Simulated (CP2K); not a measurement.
Two runs for the N K edge of aminoacetonitrile. Run A: CP2K XAS_TDP, all-electron GAPW, PBEh(45%), aug-cc-pVDZ, TDA, no relativity. Run B differs in one setting.

First lines with a strength over 0.0015. A:

```tsv
atom	energy (eV)	states	strength, one atom
N1 (bonded to C)	395.53	1	0.0546
	395.90	1	0.0541
	400.88	1	0.0025
	401.20	1	0.0015
	401.66	1	0.0067
N4 (bonded to C and 2 H)	397.72	1	0.0062
	398.82	1	0.0274
	398.90	1	0.0283
	399.62	1	0.0044
	399.74	1	0.0020
```

B:

```tsv
atom	energy (eV)	states	strength, one atom
N1 (bonded to C)	401.10	1	0.0539
	401.46	1	0.0533
	406.44	1	0.0024
	407.23	1	0.0067
	407.55	1	0.0017
N4 (bonded to C and 2 H)	403.43	1	0.0061
	404.52	1	0.0270
	404.60	1	0.0279
	405.32	1	0.0044
	405.44	1	0.0019
```

**Question.** Which was it: scalar relativity switched on, the basis, the functional, GW2X switched on?

GW2X switched on. GW2X shifts an atom's lines together and keeps their spacings. Against PBEh(45%) in aug-cc-pVDZ, the leading lines move by +5.57 eV (N1, to 401.10) and +5.70 eV (N4, to 404.52).

[Banner, clock and machine lines of the logs are left out without a mark of their own.]

[Logs are printed without paths, hosts, clocks, repeated set-up lines and the standing remarks that a program may print on its own settings, such as how far it seeks lower states.]

[Hosts, paths, dates, database ids (printed as entryN), source tags and the programs' standing remarks are cut or masked in the printed files.]
